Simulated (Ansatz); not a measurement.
# Localised basis functions on twisted h-SiC/h-AlN monolayer on bilayer, 46.83° (114 atoms)

Wanted: errors and times of a linear-scaling basis for twisted h-SiC/h-AlN monolayer on bilayer, 46.83° (114 atoms). A setting counts as converged where the r.m.s. difference of forces stays under 1 % of the r.m.s. force.

Program: Ansatz 0.2.0. Level of theory: Kohn-Sham DFT, PBE+D4, PAW (set soft_2), plane waves. Results are calculated unless marked as measured.

Report form: the programs' logs are mostly left out.

## (1) Set-up

The cell holds 114 atoms: 38 Si, 38 C, 19 Al and 19 N. Its edges and angles: a = 13.578 Å, b = 13.578 Å, c = 18.580 Å, α = 90.0°, β = 90.0°, γ = 120.0°. It derives from SiC and AlN. h-SiC (a = 3.1 Å) under h-AlN (a = 3.13 Å), monolayer on bilayer, commensurate cell of 19 unit cells a layer, twist 46.83 deg, both strained to the mean lattice constant; facing planes 3.19, 3.39 Å apart; 12 Å of vacuum; layers as built, displaced by a Gaussian of 0.01 Å. Regions: layer 1, 38 atoms (19 Si and 19 C); layer 2, 38 atoms (19 Si and 19 C); layer 3, 38 atoms (19 Al and 19 N). Vacuum lies along c.

Limits known from the start: Beside vacuum, support functions can miss their usual error bounds without a warning.

## (2) Plane-wave single point

This run is the reference for what follows, at a cutoff of 420 eV.

Input file input.yaml:

```yaml
crystal:
  lattice:
    - [13.578, 0.0, 0.0]
    - [-6.789, 11.75889, 0.0]
    - [0.0, 0.0, 18.58]
  atoms:
    - { symbol: Si, position: [0.17627, 0.77215, 0.32384] }
    - { symbol: C, position: [0.1922, 0.64884, 0.32337] }
    - { symbol: Si, position: [0.28126, 0.03567, 0.32338] }
    - { symbol: C, position: [0.29895, 0.91187, 0.32316] }
    - { symbol: Si, position: [0.12298, 0.14044, 0.32304] }
    - { symbol: C, position: [0.14028, 0.01714, 0.32249] }
    - { symbol: Si, position: [0.22764, 0.4031, 0.32355] }
    - { symbol: C, position: [0.24421, 0.28159, 0.32172] }
    - { symbol: Si, position: [0.33462, 0.66778, 0.3224] }
    - { symbol: C, position: [0.35167, 0.54485, 0.3227] }
    - { symbol: Si, position: [0.43996, 0.93049, 0.3229] }
    - { symbol: C, position: [0.4553, 0.80679, 0.32347] }
    - { symbol: Si, position: [0.38645, 0.29806, 0.32223] }
    - { symbol: C, position: [0.40558, 0.17666, 0.32327] }
    - { symbol: Si, position: [0.49162, 0.56002, 0.32385] }
    - { symbol: C, position: [0.50829, 0.43832, 0.3234] }
    - { symbol: Si, position: [0.59615, 0.82448, 0.32184] }
    - { symbol: C, position: [0.61397, 0.70218, 0.32336] }
    - { symbol: Si, position: [0.70217, 0.08843, 0.32214] }
    - { symbol: C, position: [0.71962, 0.96524, 0.32204] }
    - { symbol: Si, position: [0.5435, 0.19388, 0.32217] }
    - { symbol: C, position: [0.56136, 0.07014, 0.32387] }
    - { symbol: Si, position: [0.64857, 0.45462, 0.32302] }
    - { symbol: C, position: [0.66586, 0.33329, 0.32353] }
    - { symbol: Si, position: [0.75393, 0.71864, 0.32266] }
    - { symbol: C, position: [0.77116, 0.59606, 0.3224] }
    - { symbol: Si, position: [0.86077, 0.98318, 0.32354] }
    - { symbol: C, position: [0.87775, 0.86001, 0.32245] }
    - { symbol: Si, position: [0.8066, 0.35013, 0.3222] }
    - { symbol: C, position: [0.82345, 0.22833, 0.32322] }
    - { symbol: Si, position: [0.91204, 0.61486, 0.32271] }
    - { symbol: C, position: [0.92988, 0.49114, 0.32374] }
    - { symbol: Si, position: [0.01636, 0.87586, 0.32215] }
    - { symbol: C, position: [0.0339, 0.75435, 0.32365] }
    - { symbol: Si, position: [0.96621, 0.24666, 0.32252] }
    - { symbol: C, position: [0.98199, 0.12251, 0.32176] }
    - { symbol: Si, position: [0.07028, 0.50889, 0.32299] }
    - { symbol: C, position: [0.08825, 0.38729, 0.3229] }
    - { symbol: Si, position: [0.2975, 0.91173, 0.49549] }
    - { symbol: C, position: [0.31614, 0.78917, 0.49423] }
    - { symbol: Si, position: [0.4031, 0.17589, 0.49454] }
    - { symbol: C, position: [0.42108, 0.05384, 0.49484] }
    - { symbol: Si, position: [0.24503, 0.27987, 0.49533] }
    - { symbol: C, position: [0.26266, 0.156, 0.49467] }
    - { symbol: Si, position: [0.35014, 0.54329, 0.4951] }
    - { symbol: C, position: [0.36775, 0.42164, 0.49428] }
    - { symbol: Si, position: [0.45671, 0.80803, 0.49428] }
    - { symbol: C, position: [0.47329, 0.68271, 0.49428] }
    - { symbol: Si, position: [0.56116, 0.06983, 0.49439] }
    - { symbol: C, position: [0.57825, 0.94717, 0.49442] }
    - { symbol: Si, position: [0.50658, 0.43749, 0.49423] }
    - { symbol: C, position: [0.52688, 0.31477, 0.4935] }
    - { symbol: Si, position: [0.61353, 0.70209, 0.4944] }
    - { symbol: C, position: [0.63158, 0.57947, 0.49614] }
    - { symbol: Si, position: [0.72, 0.96564, 0.4948] }
    - { symbol: C, position: [0.73682, 0.84297, 0.49459] }
    - { symbol: Si, position: [0.82455, 0.22732, 0.49402] }
    - { symbol: C, position: [0.84234, 0.10637, 0.49509] }
    - { symbol: Si, position: [0.66622, 0.33376, 0.49423] }
    - { symbol: C, position: [0.68374, 0.20972, 0.49371] }
    - { symbol: Si, position: [0.77123, 0.59629, 0.49422] }
    - { symbol: C, position: [0.78958, 0.47326, 0.49399] }
    - { symbol: Si, position: [0.87649, 0.8589, 0.49557] }
    - { symbol: C, position: [0.89373, 0.73581, 0.4944] }
    - { symbol: Si, position: [0.98184, 0.12315, 0.49434] }
    - { symbol: C, position: [0.00079, 0.0009, 0.49436] }
    - { symbol: Si, position: [0.92812, 0.48998, 0.49502] }
    - { symbol: C, position: [0.94653, 0.36915, 0.49545] }
    - { symbol: Si, position: [0.03543, 0.75384, 0.49451] }
    - { symbol: C, position: [0.05352, 0.63229, 0.49374] }
    - { symbol: Si, position: [0.14234, 0.01811, 0.4949] }
    - { symbol: C, position: [0.1574, 0.89285, 0.49512] }
    - { symbol: Si, position: [0.08714, 0.38617, 0.49381] }
    - { symbol: C, position: [0.10424, 0.26165, 0.49464] }
    - { symbol: Si, position: [0.19203, 0.64844, 0.49535] }
    - { symbol: C, position: [0.20982, 0.52551, 0.4943] }
    - { symbol: Al, position: [0.75563, 0.03379, 0.67646] }
    - { symbol: "N", position: [0.77276, 0.17541, 0.6773] }
    [... 30 atom lines left out ...]
    - { symbol: Al, position: [0.07062, 0.5626, 0.67719] }
    - { symbol: "N", position: [0.08738, 0.7023, 0.67701] }
    - { symbol: Al, position: [0.91183, 0.29733, 0.67768] }
    - { symbol: "N", position: [0.92881, 0.43775, 0.67627] }
    - { symbol: Al, position: [0.96478, 0.7187, 0.67717] }
    - { symbol: "N", position: [0.98306, 0.85978, 0.67701] }
kpoints:
  mp_grid: { grid: [3, 3, 1] }
hamiltonian:
  xc: pbe
  dispersion: d4
scf:
  occupations: { method: fixed }
output:
  forces: true
  populations: true
  dos:
    method: { smearing: { sigma: 0.08 } }
    de: 0.1
    projected:
      site_lists:
        Al: [Al]
        C: [C]
        "N": ["N"]
        Si: [Si]
        layer_1: [0, 1, 2, 3, 4, 5, 6, 7, 8, 9, 10, 11, 12, 13, 14, 15, 16, 17, 18, 19, 20, 21, 22, 23, 24, 25, 26, 27, 28, 29, 30, 31, 32, 33, 34, 35, 36, 37]
        layer_2: [38, 39, 40, 41, 42, 43, 44, 45, 46, 47, 48, 49, 50, 51, 52, 53, 54, 55, 56, 57, 58, 59, 60, 61, 62, 63, 64, 65, 66, 67, 68, 69, 70, 71, 72, 73, 74, 75]
        layer_3: [76, 77, 78, 79, 80, 81, 82, 83, 84, 85, 86, 87, 88, 89, 90, 91, 92, 93, 94, 95, 96, 97, 98, 99, 100, 101, 102, 103, 104, 105, 106, 107, 108, 109, 110, 111, 112, 113]
  eigenvalues: true
  write_density: true
  write_potential: true
  volumetric_format: npy
  elf: true
```

Started as:

```bash
$ ansatz run input.yaml --threads 4 --pin off --max-ram 8192MiB --backend cpu --events-out ev --progress --plain --runs-dir out
```

Run time: 13 min. Hardware: 4 threads of Arm Neoverse V1, shared host; peak memory 7 GiB; 51 min of CPU time.

The program notes that the dispersion model switches parameters near this geometry, it cut back its work space to fit the memory limit and the exchange-correlation potential is rough where the density is thin.

Numbers from this run:

* free energy: -51241.1437 eV
* free energy per atom: -449.4837 eV/atom
* SCF cycles: 9
* r.m.s. force component: 0.3355 eV/Å
* longest force: 1.255 eV/Å
* Fermi energy: 0.6633 eV
* gap (highest filled to lowest empty level): 1.857 eV
* spilling of the projection: 0.01121

The r.m.s. force component of 0.34 eV/Å sets the scale for the differences below.

## (3) Support functions medium

The cell is solved in localised support functions. The level medium gives here a grid of 72×72×90 points and a radius of 3.88 Å.

This step: Kohn-Sham DFT, PBE+D4, PAW (set soft_2), localised support functions (medium) (Ansatz 0.2.0).

input.yaml, the sections that differ from step 2:

```yaml
scf:
  occupations: { method: fixed }
  eigensolver: { kind: { support_functions: { accuracy: medium } } }
  mixing: { beta: 0.4 }
  max_iter: 150
output:
  forces: true
  eigenvalues: true
# crystal, kpoints, hamiltonian: as in step 2
```

Run time: 6 min. Hardware: 4 threads; peak memory 5.6 GiB.

The program notes that the band table was not solved further than the SCF left it and it switched symmetry off.

Keys that differ from the reference: support_functions.accuracy = "medium", scf.max_iter = 150 and scf.mixing.beta = 0.4.

Forces differ from the reference by 0.22 meV/Å r.m.s., 0.065 % of their size, well within a tolerance of 1 %; the energy by -2.2 meV/atom. The two runs also began from different starting densities, which bears on cycles and time.

## (4) Support functions low

The level low is asked for. Here it resolves to the same grid and radius as in the run with support functions medium, so the basis is not new.

This step: Kohn-Sham DFT, PBE+D4, PAW (set soft_2), localised support functions (low) (Ansatz 0.2.0).

input.yaml, the sections that differ from step 3:

```yaml
scf:
  occupations: { method: fixed }
  eigensolver: { kind: { support_functions: { accuracy: low } } }
  mixing: { beta: 0.4 }
  max_iter: 150
# crystal, kpoints, hamiltonian, output: as in step 3
```

Wall time 5.3 min (4 threads); peak memory 5.4 GiB; 21 min of CPU time.

Keys that differ from the reference: support_functions.accuracy = "low", scf.max_iter = 150 and scf.mixing.beta = 0.4.

Forces differ from the reference by 0.27 meV/Å r.m.s., 0.081 % of their size, well within a tolerance of 1 %; the energy by -2.2 meV/atom. The two runs also began from different starting densities, which bears on cycles and time.

## (5) Support functions high

The cell is solved in localised support functions.

This step: Kohn-Sham DFT, PBE+D4, PAW (set soft_2), localised support functions (high) (Ansatz 0.2.0).

input.yaml, the sections that differ from step 4:

```yaml
scf:
  occupations: { method: fixed }
  eigensolver: { kind: { support_functions: { accuracy: high } } }
  mixing: { beta: 0.4 }
  max_iter: 150
# crystal, kpoints, hamiltonian, output: as in step 4
```

Wall time 4.1 s (4 threads); peak memory 0.78 GiB.

The program refused the input before any cycle.

The program's message: “Error: memory limit exceeded: the `scf loop` phase needs 11.55 GiB against the run's memory maximum of 8.00 GiB; largest carriers: support functions 8.98 GiB, density mixer 0.82 GiB, ion tables 0.57 G …”

The refusal is over memory: the job needs 11.55 GiB where 8.00 GiB were allowed.

## (6) Support functions high

After the refusal for memory the run is tried again with basis.xc_grid typed, in the hope of saving memory. Against the reference, the basis becomes support functions and the exchange-correlation grid changes.

input.yaml: that of step 5 with these lines changed.

```diff
@@ -20 +20,3 @@
   eigenvalues: true
+basis:
+  xc_grid: 1
```

Wall time 4.1 s (4 threads); peak memory 0.77 GiB.

The input was rejected at the start.

The program's message: “Error: memory limit exceeded: the `scf loop` phase needs 11.48 GiB against the run's memory maximum of 8.00 GiB; largest carriers: support functions 8.98 GiB, density mixer 0.82 GiB, iteration grids 0 …”

The refusal is over memory: the job needs 11.48 GiB where 8.00 GiB were allowed.

## (7) Support functions medium, radius 3.76 Å

The radius confines each support function; a larger one gives more freedom and more work per atom.

This step: Kohn-Sham DFT, PBE+D4, PAW (set soft_2), localised support functions (medium) (Ansatz 0.2.0).

input.yaml, the sections that differ from step 6:

```yaml
scf:
  occupations: { method: fixed }
  eigensolver: { kind: { support_functions: { accuracy: medium, radius: 3.76 } } }
  mixing: { beta: 0.4 }
  max_iter: 150
# crystal, kpoints, hamiltonian, output: as in step 6
# basis: removed
```

The job ended after 5.9 min (4 threads; peak memory 5.4 GiB).

Keys that differ from the reference: support_functions.accuracy = "medium", support_functions.radius = 3.76, scf.max_iter = 150 and scf.mixing.beta = 0.4.

Forces differ from the reference by 0.23 meV/Å r.m.s., 0.068 % of their size, well within a tolerance of 1 %; the energy by -2.2 meV/atom. The two runs also began from different starting densities, which bears on cycles and time.

## (8) Support functions medium, radius 4.07 Å

input.yaml, the sections that differ from step 7:

```yaml
scf:
  occupations: { method: fixed }
  eigensolver: { kind: { support_functions: { accuracy: medium, radius: 4.07 } } }
  mixing: { beta: 0.4 }
  max_iter: 150
# crystal, kpoints, hamiltonian, output: as in step 7
```

It took 6.2 min on 4 threads; peak memory 5.8 GiB; 24 min of CPU time.

Keys that differ from the reference: support_functions.accuracy = "medium", support_functions.radius = 4.07, scf.max_iter = 150 and scf.mixing.beta = 0.4.

Forces differ from the reference by 0.20 meV/Å r.m.s., 0.058 % of their size, well within a tolerance of 1 %; the energy by -2.2 meV/atom. The two runs also began from different starting densities, which bears on cycles and time.

## (9) Support functions medium, radius 4.35 Å

input.yaml, the sections that differ from step 8:

```yaml
scf:
  occupations: { method: fixed }
  eigensolver: { kind: { support_functions: { accuracy: medium, radius: 4.35 } } }
  mixing: { beta: 0.4 }
  max_iter: 150
# crystal, kpoints, hamiltonian, output: as in step 8
```

It took 6.7 min on 4 threads; peak memory 6.1 GiB; 26 min of CPU time.

Keys that differ from the reference: support_functions.accuracy = "medium", support_functions.radius = 4.35, scf.max_iter = 150 and scf.mixing.beta = 0.4.

Forces differ from the reference by 0.18 meV/Å r.m.s., 0.054 % of their size, well within a tolerance of 1 %; the energy by -2.2 meV/atom. The two runs also began from different starting densities, which bears on cycles and time.

## (10) Support functions medium, radius 4.66 Å

input.yaml, the sections that differ from step 9:

```yaml
scf:
  occupations: { method: fixed }
  eigensolver: { kind: { support_functions: { accuracy: medium, radius: 4.66 } } }
  mixing: { beta: 0.4 }
  max_iter: 150
# crystal, kpoints, hamiltonian, output: as in step 9
```

Wall time 7.3 min (4 threads); peak memory 6.7 GiB; 29 min of CPU time.

Keys that differ from the reference: support_functions.accuracy = "medium", support_functions.radius = 4.66, scf.max_iter = 150 and scf.mixing.beta = 0.4.

Forces differ from the reference by 0.19 meV/Å r.m.s., 0.056 % of their size, well within a tolerance of 1 %; the energy by -2.2 meV/atom. The two runs also began from different starting densities, which bears on cycles and time.

## (11) Support functions medium, radius 5.24 Å

input.yaml, the sections that differ from step 10:

```yaml
scf:
  occupations: { method: fixed }
  eigensolver: { kind: { support_functions: { accuracy: medium, radius: 5.24 } } }
  mixing: { beta: 0.4 }
  max_iter: 150
# crystal, kpoints, hamiltonian, output: as in step 10
```

It took 3.8 s on 4 threads; peak memory 0.59 GiB.

The input was rejected at the start.

The program's message: “Error: memory limit exceeded: the `scf loop` phase needs 8.40 GiB against the run's memory maximum of 8.00 GiB; largest carriers: support functions 6.67 GiB, density mixer 0.46 GiB, ion tables 0.40 Gi …”

The refusal is over memory: the job needs 8.40 GiB where 8.00 GiB were allowed.

## (12) Support functions medium, radius 5.24 Å

input.yaml: that of step 11 with these lines changed.

```diff
@@ -20 +20,3 @@
   eigenvalues: true
+basis:
+  xc_grid: 1
```

Elapsed: 3.8 s, on 4 threads; peak memory 0.6 GiB.

The program refused the input before any cycle.

The program's message: “Error: memory limit exceeded: the `scf loop` phase needs 8.36 GiB against the run's memory maximum of 8.00 GiB; largest carriers: support functions 6.67 GiB, density mixer 0.46 GiB, unmodelled-tail al …”

The refusal is over memory: the job needs 8.36 GiB where 8.00 GiB were allowed.

## (13) Support functions medium, radius 5.82 Å

input.yaml, the sections that differ from step 12:

```yaml
scf:
  occupations: { method: fixed }
  eigensolver: { kind: { support_functions: { accuracy: medium, radius: 5.82 } } }
  mixing: { beta: 0.4 }
  max_iter: 150
# crystal, kpoints, hamiltonian, output: as in step 12
# basis: removed
```

It took 4 s on 4 threads; peak memory 0.72 GiB.

The program refused the input before any cycle.

The program's message: “Error: memory limit exceeded: the `scf loop` phase needs 10.15 GiB against the run's memory maximum of 8.00 GiB; largest carriers: support functions 8.35 GiB, density mixer 0.46 GiB, ion tables 0.40 G …”

The refusal is over memory: the job needs 10.15 GiB where 8.00 GiB were allowed.

## (14) Support functions medium, radius 5.82 Å

input.yaml: that of step 13 with these lines changed.

```diff
@@ -20 +20,3 @@
   eigenvalues: true
+basis:
+  xc_grid: 1
```

It took 4 s on 4 threads; peak memory 0.7 GiB.

The program refused the input before any cycle.

The program's message: “Error: memory limit exceeded: the `scf loop` phase needs 10.11 GiB against the run's memory maximum of 8.00 GiB; largest carriers: support functions 8.35 GiB, density mixer 0.46 GiB, unmodelled-tail a …”

The refusal is over memory: the job needs 10.11 GiB where 8.00 GiB were allowed.

## (15) Support functions medium, radius 3.3 Å

input.yaml, the sections that differ from step 14:

```yaml
scf:
  occupations: { method: fixed }
  eigensolver: { kind: { support_functions: { accuracy: medium, radius: 3.3 } } }
  mixing: { beta: 0.4 }
  max_iter: 150
# crystal, kpoints, hamiltonian, output: as in step 14
# basis: removed
```

Wall time 3.1 s (4 threads); peak memory 0.53 GiB.

The program refuses radii under 3.69 Å for these atoms at this level.

[end of part 1 of 2]

[Logs are printed without paths, hosts, clocks, repeated set-up lines and the standing remarks that a program may print on its own settings, such as how far it seeks lower states.]

[Hosts, paths, dates, database ids (printed as entryN), source tags and the programs' standing remarks are cut or masked in the printed files.]
